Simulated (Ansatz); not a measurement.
# Ba on Rh(111): change of the work function, part 2 of 3

Wanted: Δφ(θ) for Ba/Rh(111), starting from the fcc site.

Ansatz 0.2.0; plane-wave DFT, PBE, Ansatz PAW.

So far, work function, upper face (eV): step 2 (the clean slab) 5.17.

### 3. Adsorbate added, k-mesh 4×4×1, coverage 0.111 ML

System of this step: Ba/Rh(111). The cell holds 37 atoms: 36 Rh and 1 Ba. Cell: a = 8.061 Å, b = 8.061 Å, c = 27.908 Å, α = 90.0°, β = 90.0°, γ = 60.0°. Vacuum lies along c.

The clean slab as it ended is repeated in the plane and the adsorbate is set on one face; the cell's size fixes the coverage, and the k-mesh shrinks with it to keep the sampling density about even. Adsorbate and upper layers relax, since the dipole depends on the height.

input.yaml reads:

```yaml
crystal:
  lattice:
    - [8.0610173054, -1.0e-10, 0.0]
    - [4.0305086528, 6.9810457668, 0.0]
    - [0.0, 0.0, 27.9076367638]
  atoms:
    - { symbol: Rh, position: [0.0, 0.0, 0.3224923728] }
    - { symbol: Rh, position: [0.1111111111, 0.1111111111, 0.4011063752] }
    - { symbol: Rh, position: [0.2222222222, 0.2222222222, 0.479585146] }
    - { symbol: Rh, position: [0.0, 0.0, 0.5580483437] }
    - { symbol: Rh, position: [0.0, 0.3333333333, 0.3224923728] }
    - { symbol: Rh, position: [0.1111111111, 0.4444444444, 0.4011063752] }
    - { symbol: Rh, position: [0.2222222222, 0.5555555556, 0.479585146] }
    - { symbol: Rh, position: [0.0, 0.3333333333, 0.5580483437] }
    - { symbol: Rh, position: [0.0, 0.6666666667, 0.3224923728] }
    - { symbol: Rh, position: [0.1111111111, 0.7777777778, 0.4011063752] }
    - { symbol: Rh, position: [0.2222222222, 0.8888888889, 0.479585146] }
    - { symbol: Rh, position: [0.0, 0.6666666667, 0.5580483437] }
    - { symbol: Rh, position: [0.3333333333, 0.0, 0.3224923728] }
    - { symbol: Rh, position: [0.4444444444, 0.1111111111, 0.4011063752] }
    - { symbol: Rh, position: [0.5555555556, 0.2222222222, 0.479585146] }
    - { symbol: Rh, position: [0.3333333333, 0.0, 0.5580483437] }
    - { symbol: Rh, position: [0.3333333333, 0.3333333333, 0.3224923728] }
    - { symbol: Rh, position: [0.4444444444, 0.4444444444, 0.4011063752] }
    - { symbol: Rh, position: [0.5555555556, 0.5555555556, 0.479585146] }
    - { symbol: Rh, position: [0.3333333333, 0.3333333333, 0.5580483437] }
    - { symbol: Rh, position: [0.3333333333, 0.6666666667, 0.3224923728] }
    - { symbol: Rh, position: [0.4444444444, 0.7777777778, 0.4011063752] }
    - { symbol: Rh, position: [0.5555555556, 0.8888888889, 0.479585146] }
    - { symbol: Rh, position: [0.3333333333, 0.6666666667, 0.5580483437] }
    - { symbol: Rh, position: [0.6666666667, 0.0, 0.3224923728] }
    - { symbol: Rh, position: [0.7777777778, 0.1111111111, 0.4011063752] }
    - { symbol: Rh, position: [0.8888888889, 0.2222222222, 0.479585146] }
    - { symbol: Rh, position: [0.6666666667, 0.0, 0.5580483437] }
    - { symbol: Rh, position: [0.6666666667, 0.3333333333, 0.3224923728] }
    - { symbol: Rh, position: [0.7777777778, 0.4444444444, 0.4011063752] }
    - { symbol: Rh, position: [0.8888888889, 0.5555555556, 0.479585146] }
    - { symbol: Rh, position: [0.6666666667, 0.3333333333, 0.5580483437] }
    - { symbol: Rh, position: [0.6666666667, 0.6666666667, 0.3224923728] }
    - { symbol: Rh, position: [0.7777777778, 0.7777777778, 0.4011063752] }
    - { symbol: Rh, position: [0.8888888889, 0.8888888889, 0.479585146] }
    - { symbol: Rh, position: [0.6666666667, 0.6666666667, 0.5580483437] }
    - { symbol: Ba, position: [0.1111111111, 0.1111111111, 0.6775076272] }
kpoints:
  mp_grid: { grid: [4, 4, 1] }
hamiltonian:
  xc: pbe
scf:
  occupations: { method: fermi_dirac, width: 0.1 }
  convergence: { dr2_threshold: 1.0e-08 }
efield:
  axis: 3
  dipole_correction: true
  ramp_position: 0.97
  ramp_width: 0.06
relax:
  f_tol: 0.02
  max_steps: 60
  constraints:
    - { sites: [0, 1, 4, 5, 8, 9, 12, 13, 16, 17, 20, 21, 24, 25, 28, 29, 32, 33] }
output:
  write_potential: true
  write_density: true
  volumetric_format: npy
```

The run is started by

```
> ansatz run input.yaml --threads 4 --pin off --max-ram 16384MiB --backend cpu --events-out ev --progress --plain --runs-dir out
```

Standard output:

```text
[...]
Crystal: 37 atoms, lattice volume = 1570.484 Å³
Basis set: ecut = 420 eV, 30759 PW (Γ), exchange–correlation on 108×108×384 points (8 copies of the dense FFT grid, shifted against one another)
Bands: 374, of which v1, the nominal top of the filled ones, is band 311 counted from 1 (310 counted from 0)
Symmetry: 6 space group operations
[...]
k-points: 4 of 16 (time reversal used)
[...]
SCF iter   1: F=—  HF=-236441.377373 eV  |F-HF|=—  |Δ(HF+E_count)|=         —  Δρ=6.42e-3  dr2=1.47e1  ethr=1.77e-3  p=1.183 e·Å  D=1.36e-1 V/Å  ΔV_dip=-3.81 eV  dr2_dipole=9.90e0  V_vac-E_F(+/−)=1.23/5.04 eV  ⟨swp⟩=7.0  Hψ=6253  notcnv=0  defer=35
[...]
SCF iter  14: F=-236441.170871 eV  HF=-236441.170871 eV  |F-HF|=5.33e-9  |Δ(HF+E_count)|=   1.63e-8  Δρ=2.49e-7  dr2=1.76e-9  ethr=1.61e-12  p=0.985 e·Å  D=1.13e-1 V/Å  ΔV_dip=-3.17 eV  dr2_dipole=5.85e-11  V_vac-E_F(+/−)=2.00/5.17 eV  ⟨swp⟩=9.0  Hψ=10220  notcnv=0
SCF 1 converged in 14 iterations: F = -236441.170871 eV  dr2 = 1.76e-9
[...]
relax step   1: F+E_penalty+E_count = -236441.17087105 eV  Δ(F+E_penalty+E_count) = +0.000e0 eV  max|allowed force component| = 2.112e0 eV/Å  Δτ_max = 0.0000 Å  (14 SCF iters, accepted)
[...]
SCF iter   1: F=—  HF=-236441.655162 eV  |F-HF|=—  |Δ(HF+E_count)|=         —  Δρ=3.22e-3  dr2=1.42e0  ethr=1.91e-4  p=0.985 e·Å  D=1.13e-1 V/Å  ΔV_dip=-3.17 eV  dr2_dipole=3.48e-1  V_vac-E_F(+/−)=2.01/5.18 eV  ⟨swp⟩=1.2  Hψ=5196  notcnv=0  defer=15
[...]
eigensolver tolerance schedule calibrated: the retry pair's looser diagonalisation under-reported the residual by θ = 0.16 (0.13/decade); ethr = c·dr2/N_el runs at the constant in force after the calibration composes with the one it found (an armed cap, an earlier calibration), c = 5.6e-2
[...]
SCF iter   2: F=—  HF=-236441.623128 eV  |F-HF|=—  |Δ(HF+E_count)|=   3.20e-2  Δρ=1.21e-3  dr2=3.40e-2  ethr=1.27e-4  p=1.027 e·Å  D=1.18e-1 V/Å  ΔV_dip=-3.30 eV  dr2_dipole=8.96e-4  V_vac-E_F(+/−)=1.87/5.17 eV  ⟨swp⟩=2.2  Hψ=2310  notcnv=0  defer=15
[...]
SCF iter  11: F=-236441.624238 eV  HF=-236441.624238 eV  |F-HF|=1.25e-8  |Δ(HF+E_count)|=   1.42e-7  Δρ=4.76e-7  dr2=6.19e-9  ethr=1.00e-12  p=1.050 e·Å  D=1.21e-1 V/Å  ΔV_dip=-3.38 eV  dr2_dipole=1.22e-10  V_vac-E_F(+/−)=1.80/5.17 eV  ⟨swp⟩=10.0  Hψ=11218  notcnv=0
SCF 2 converged in 11 iterations: F = -236441.624238 eV  dr2 = 6.19e-9
[...]
relax step   2: F+E_penalty+E_count = -236441.62423764 eV  Δ(F+E_penalty+E_count) = -4.534e-1 eV  max|allowed force component| = 2.078e0 eV/Å  Δτ_max = 0.1949 Å  (11 SCF iters, accepted)
SCF iter   1: F=—  HF=-236442.073768 eV  |F-HF|=—  |Δ(HF+E_count)|=         —  Δρ=4.02e-3  dr2=1.85e0  ethr=2.26e-3  p=1.050 e·Å  D=1.21e-1 V/Å  ΔV_dip=-3.38 eV  dr2_dipole=4.36e-1  V_vac-E_F(+/−)=1.81/5.19 eV  ⟨swp⟩=5.5  Hψ=3418  notcnv=0  defer=14
[...]
SCF iter  11: F=-236442.036635 eV  HF=-236442.036635 eV  |F-HF|=2.62e-9  |Δ(HF+E_count)|=   5.68e-8  Δρ=2.72e-7  dr2=4.34e-9  ethr=1.61e-12  p=1.077 e·Å  D=1.24e-1 V/Å  ΔV_dip=-3.46 eV  dr2_dipole=3.82e-11  V_vac-E_F(+/−)=1.71/5.17 eV  ⟨swp⟩=9.2  Hψ=10821  notcnv=0
SCF 3 converged in 11 iterations: F = -236442.036635 eV  dr2 = 4.34e-9
relax step   3: F+E_penalty+E_count = -236442.03663466 eV  Δ(F+E_penalty+E_count) = -4.124e-1 eV  max|allowed force component| = 1.732e0 eV/Å  Δτ_max = 0.1948 Å  (11 SCF iters, accepted)
[...]
relax step   4: F+E_penalty+E_count = -236442.31826589 eV  Δ(F+E_penalty+E_count) = -2.816e-1 eV  max|allowed force component| = 9.622e-1 eV/Å  Δτ_max = 0.1974 Å  (11 SCF iters, accepted)
[...]
relax step   5: F+E_penalty+E_count = -236442.40451956 eV  Δ(F+E_penalty+E_count) = -8.625e-2 eV  max|allowed force component| = 3.698e-1 eV/Å  Δτ_max = 0.1823 Å  (10 SCF iters, accepted)
[...]
relax step   6: F+E_penalty+E_count = -236442.42476367 eV  Δ(F+E_penalty+E_count) = -2.024e-2 eV  max|allowed force component| = 2.563e-1 eV/Å  Δτ_max = 0.0645 Å  (10 SCF iters, accepted)
[...]
relax step   7: F+E_penalty+E_count = -236442.42570641 eV  Δ(F+E_penalty+E_count) = -9.427e-4 eV  max|allowed force component| = 2.719e-1 eV/Å  Δτ_max = 0.0682 Å  (10 SCF iters, accepted)
SCF iter   1: F=—  HF=-236442.431959 eV  |F-HF|=—  |Δ(HF+E_count)|=         —  Δρ=1.18e-3  dr2=2.04e-1  ethr=4.98e-4  p=0.970 e·Å  D=1.12e-1 V/Å  ΔV_dip=-3.12 eV  dr2_dipole=6.76e-2  V_vac-E_F(+/−)=2.06/5.18 eV  ⟨swp⟩=3.8  Hψ=2487  notcnv=0  defer=63
[...]
SCF iter   9: F=-236442.431908 eV  HF=-236442.431908 eV  |F-HF|=2.38e-8  |Δ(HF+E_count)|=   1.20e-7  Δρ=3.39e-7  dr2=3.72e-9  ethr=1.61e-12  p=0.948 e·Å  D=1.09e-1 V/Å  ΔV_dip=-3.05 eV  dr2_dipole=9.28e-11  V_vac-E_F(+/−)=2.13/5.18 eV  ⟨swp⟩=9.2  Hψ=10974  notcnv=0
SCF 8 converged in 9 iterations: F = -236442.431908 eV  dr2 = 3.72e-9
relax step   8: F+E_penalty+E_count = -236442.43190823 eV  Δ(F+E_penalty+E_count) = -6.202e-3 eV  max|allowed force component| = 1.435e-2 eV/Å  Δτ_max = 0.0416 Å  (9 SCF iters, accepted)
NSCF: frozen V_eff on 4 k-points
[...]
SCF converged after 9 iterations
Free energy (F): -236442.431908 eV
[...]
Internal energy: -236440.495563 eV  (E = F + TS)
E sigma→0 (E₀):  -236441.463736 eV
Entropy (-TS):   -1.936345 eV (-52.334 meV/atom)
Fermi energy:    4.925714 eV
Dipole field:    D = 0.109212 V/Å  (p = 0.947851 e·Å, saw-weighted, corrected)
Work function:   Φ+ = 2.1304 eV   Φ− = 5.1782 eV
[...]
--- Forces (eV/Å), atoms counted from 1 ---
  atom   1  Rh    -0.00443170    -0.00255864     0.05046524
  atom   2  Rh    -0.00000000     0.00000000     0.03359852
  atom   3  Rh    -0.00016037    -0.00009259    -0.00080864
  atom   4  Rh     0.01242721     0.00717485    -0.00162787
  atom   5  Rh     0.00000000     0.00511728     0.05046524
  atom   6  Rh     0.02881868    -0.01862384    -0.05718008
  atom   7  Rh     0.00013962    -0.00008061     0.00027182
  atom   8  Rh    -0.00000000    -0.01434970    -0.00162787
  atom   9  Rh    -0.03183718     0.01838120     0.06322254
  atom  10  Rh     0.03053806    -0.01564578    -0.05718008
  atom  11  Rh     0.00000000     0.00018518    -0.00080864
  atom  12  Rh     0.00331037    -0.00191124    -0.00089765
  atom  13  Rh     0.00443170    -0.00255864     0.05046524
  atom  14  Rh    -0.00171938     0.03426963    -0.05718008
  atom  15  Rh     0.00000000     0.00016122     0.00027182
  atom  16  Rh    -0.01242721     0.00717485    -0.00162787
  atom  17  Rh    -0.00430453    -0.00248522     0.03591361
  atom  18  Rh    -0.00000000     0.00000000     0.02287035
  atom  19  Rh    -0.00013962    -0.00008061     0.00027182
  atom  20  Rh     0.00005786     0.00003340    -0.00045850
  atom  21  Rh     0.00000000     0.00497045     0.03591361
  atom  22  Rh    -0.03053806    -0.01564578    -0.05718008
  atom  23  Rh     0.00269704    -0.00155713    -0.00177163
  atom  24  Rh    -0.00000000    -0.00006681    -0.00045850
  atom  25  Rh    -0.00000000    -0.03676241     0.06322254
  atom  26  Rh     0.00171938     0.03426963    -0.05718008
  atom  27  Rh     0.00016037    -0.00009259    -0.00080864
  atom  28  Rh     0.00000000     0.00382248    -0.00089765
  atom  29  Rh     0.00430453    -0.00248522     0.03591361
  atom  30  Rh    -0.02881868    -0.01862384    -0.05718008
  atom  31  Rh     0.00000000     0.00311427    -0.00177163
  atom  32  Rh    -0.00005786     0.00003340    -0.00045850
  atom  33  Rh     0.03183718     0.01838120     0.06322254
  atom  34  Rh     0.00000000    -0.00000000    -0.14134773
  atom  35  Rh    -0.00269704    -0.00155713    -0.00177163
  atom  36  Rh    -0.00331037    -0.00191124    -0.00089765
  atom  37  Ba     0.00000000    -0.00000000    -0.00495879
  max |Σ_I F_I| component: 8.56e-6 eV/Å
--- Band table (eV) ---
  k-point 0: bands = [... 307 lower, 4.8367, 4.8367, 4.8423, 4.8711, 4.8711, 4.8795, 4.8939, 4.8939, ... 59 higher]
  k-point 1: bands = [... 307 lower, 4.8538, 4.8729, 4.8940, 4.9161, 4.9220, 5.0121, 5.0173, 5.0337, ... 59 higher]
  k-point 2: bands = [... 307 lower, 4.7583, 4.8919, 4.9154, 4.9856, 5.0081, 5.0602, 5.0714, 5.0880, ... 59 higher]
  k-point 3: bands = [... 307 lower, 4.7620, 4.8536, 4.9306, 4.9611, 5.0183, 5.0588, 5.0763, 5.1236, ... 59 higher]
--- Relaxed structure (8 steps of the walk, 8 accepted, 0 SCFs on fresh bases) ---
  F+E_penalty+E_count = -236442.43190823 eV   max|allowed force component| = 1.435e-2 eV/Å
  atoms:
    - { symbol: Rh, position: [1.111111e-11, 1.111111e-11, 0.3224923728] }
    - { symbol: Rh, position: [0.111111, 0.111111, 0.4011063752] }
    - { symbol: Rh, position: [0.222115, 0.222115, 0.479744] }
    - { symbol: Rh, position: [-0.00164142, -0.00164142, 0.558519] }
    - { symbol: Rh, position: [1.111111e-11, 0.333333, 0.3224923728] }
    - { symbol: Rh, position: [0.111111, 0.444444, 0.4011063752] }
    - { symbol: Rh, position: [0.222109, 0.555612, 0.480088] }
    - { symbol: Rh, position: [-0.00164142, 0.336616, 0.558519] }
    - { symbol: Rh, position: [-2.222217e-11, 0.666667, 0.3224923728] }
    - { symbol: Rh, position: [0.111111, 0.777778, 0.4011063752] }
    - { symbol: Rh, position: [0.222115, 0.889104, 0.479744] }
    - { symbol: Rh, position: [-5.459479e-5, 0.666694, 0.558661] }
    - { symbol: Rh, position: [0.333333, 1.111111e-11, 0.3224923728] }
    - { symbol: Rh, position: [0.444444, 0.111111, 0.4011063752] }
    - { symbol: Rh, position: [0.555612, 0.222109, 0.480088] }
    - { symbol: Rh, position: [0.336616, -0.00164142, 0.558519] }
    - { symbol: Rh, position: [0.333333, 0.333333, 0.3224923728] }
    - { symbol: Rh, position: [0.444444, 0.444444, 0.4011063752] }
    - { symbol: Rh, position: [0.555612, 0.555612, 0.480088] }
    - { symbol: Rh, position: [0.333439, 0.333439, 0.559054] }
    - { symbol: Rh, position: [0.333333, 0.666667, 0.3224923728] }
    - { symbol: Rh, position: [0.444444, 0.777778, 0.4011063752] }
    - { symbol: Rh, position: [0.556726, 0.888304, 0.479329] }
    - { symbol: Rh, position: [0.333439, 0.666455, 0.559054] }
    - { symbol: Rh, position: [0.666667, -2.222220e-11, 0.3224923728] }
    - { symbol: Rh, position: [0.777778, 0.111111, 0.4011063752] }
    - { symbol: Rh, position: [0.889104, 0.222115, 0.479744] }
    - { symbol: Rh, position: [0.666694, -5.459479e-5, 0.558661] }
    - { symbol: Rh, position: [0.666667, 0.333333, 0.3224923728] }
    - { symbol: Rh, position: [0.777778, 0.444444, 0.4011063752] }
    - { symbol: Rh, position: [0.888304, 0.556726, 0.479329] }
    - { symbol: Rh, position: [0.666455, 0.333439, 0.559054] }
    - { symbol: Rh, position: [0.666667, 0.666667, 0.3224923728] }
    - { symbol: Rh, position: [0.777778, 0.777778, 0.4011063752] }
    - { symbol: Rh, position: [0.888304, 0.888304, 0.479329] }
    - { symbol: Rh, position: [0.666694, 0.666694, 0.558661] }
    - { symbol: Ba, position: [0.111111, 0.111111, 0.648581] }
```

The job ended after 21 min (4 threads of Arm Neoverse V1, shared host; peak memory 9.8 GiB; 62 min of CPU time).

Step by step:

```tsv
step	energy less that of the first step (eV)	largest force component (eV/Å)
1	0.0000	2.1119
2	-0.4534	2.0780
3	-0.8658	1.7325
4	-1.1474	0.9622
5	-1.2336	0.3698
6	-1.2539	0.2563
7	-1.2548	0.2719
8	-1.2610	0.0143
```

The run keeps the 6 symmetry operations that the program found, so distortions that break them were not tested.

The atoms that moved most (Å):

```tsv
atom	dx	dy	dz	length
Ba37	0.000	0.000	-0.807	0.807
Rh24	0.000	-0.001	0.028	0.028
Rh32	-0.001	0.001	0.028	0.028
Rh20	0.001	0.001	0.028	0.028
Rh4	-0.020	-0.011	0.013	0.026
Rh16	0.020	-0.011	0.013	0.026
Rh8	0.000	0.023	0.013	0.026
Rh36	0.000	0.000	0.017	0.017
```

The relaxed structure:

```xyz
37
Lattice="8.0610 0.0000 0.0000 4.0305 6.9810 0.0000 0.0000 0.0000 27.9076" Properties=species:S:1:pos:R:3
Rh    0.0000    0.0000    9.0000
Rh    1.3435    0.7757   11.1939
Rh    2.6857    1.5506   13.3885
Rh   -0.0198   -0.0115   15.5869
Rh    1.3435    2.3270    9.0000
Rh    2.6870    3.1027   11.1939
Rh    4.0298    3.8788   13.3981
Rh    1.3435    2.3499   15.5869
Rh    2.6870    4.6540    9.0000
Rh    4.0305    5.4297   11.1939
Rh    5.3740    6.2069   13.3885
Rh    2.6867    4.6542   15.5909
Rh    2.6870    0.0000    9.0000
Rh    4.0305    0.7757   11.1939
Rh    5.3740    1.5506   13.3981
Rh    2.7069   -0.0115   15.5869
Rh    4.0305    2.3270    9.0000
Rh    5.3740    3.1027   11.1939
Rh    6.7182    3.8788   13.3981
Rh    4.0318    2.3278   15.6019
Rh    5.3740    4.6540    9.0000
Rh    6.7175    5.4297   11.1939
Rh    8.0681    6.2013   13.3769
Rh    5.3740    4.6526   15.6019
Rh    5.3740    0.0000    9.0000
Rh    6.7175    0.7757   11.1939
Rh    8.0623    1.5506   13.3885
Rh    5.3740   -0.0004   15.5909
Rh    6.7175    2.3270    9.0000
Rh    8.0610    3.1027   11.1939
Rh    9.4045    3.8865   13.3769
Rh    6.7162    2.3278   15.6019
Rh    8.0610    4.6540    9.0000
Rh    9.4045    5.4297   11.1939
Rh   10.7409    6.2013   13.3769
Rh    8.0613    4.6542   15.5909
Ba    1.3435    0.7757   18.1004
```

This step gave:

- energy at zero smearing: -236441.4637 eV
- work function, upper face: 2.130 eV
- work function, lower face: 5.178 eV
- dipole along the normal: 0.9479 e·Å
- step between the vacuum levels: -3.048 eV

Running mean over 2.194 Å of the planar mean; the ramp of the sawtooth is left out. Electron's electrostatic potential energy less the Fermi level against z:

```tsv
z (Å)	electron's electrostatic potential energy less the Fermi level (eV)
3.5	5.18
4.0	5.18
4.5	5.18
5.0	5.17
5.5	5.16
6.0	5.11
6.5	4.91
7.0	4.17
7.5	0.966
8.0	-5.57
8.5	-11.0
9.0	-12.7
9.5	-13.0
10.0	-13.1
10.5	-13.1
11.0	-13.2
11.5	-13.3
12.0	-13.3
12.5	-13.2
13.0	-13.2
13.5	-13.2
14.0	-13.0
14.5	-12.9
15.0	-12.9
15.5	-12.8
16.0	-11.8
16.5	-7.58
17.0	-1.84
17.5	0.889
18.0	0.941
18.5	0.782
19.0	0.998
19.5	1.46
20.0	1.87
20.5	2.04
21.0	2.09
21.5	2.12
22.0	2.12
22.5	2.13
23.0	2.13
23.5	2.13
24.0	2.13
24.5	2.13
```

The relaxation took 8 steps and lowered the energy by 1.3 eV; the largest force on the free atoms ends at 0.014 eV/Å.

The covered face has 2.13 eV, -3.04 eV against the clean one; the bare back face has moved by +0.01 eV, a measure of how thin the slab is.

(Continued in part 3 of 3.)

[Long decimals in the printed logs are rounded to 6 places.]

[Logs are printed without paths, hosts, clocks, repeated set-up lines and the standing remarks that a program may print on its own settings, such as how far it seeks lower states.]

[Hosts, paths, dates, database ids (printed as entryN), source tags and the programs' standing remarks are cut or masked in the printed files.]

[Maps of the electrostatic potential energy from Ansatz leave out the sawtooth potential of an applied field or a dipole correction, so their vacuum need not be flat; planar profiles and work functions include it.]
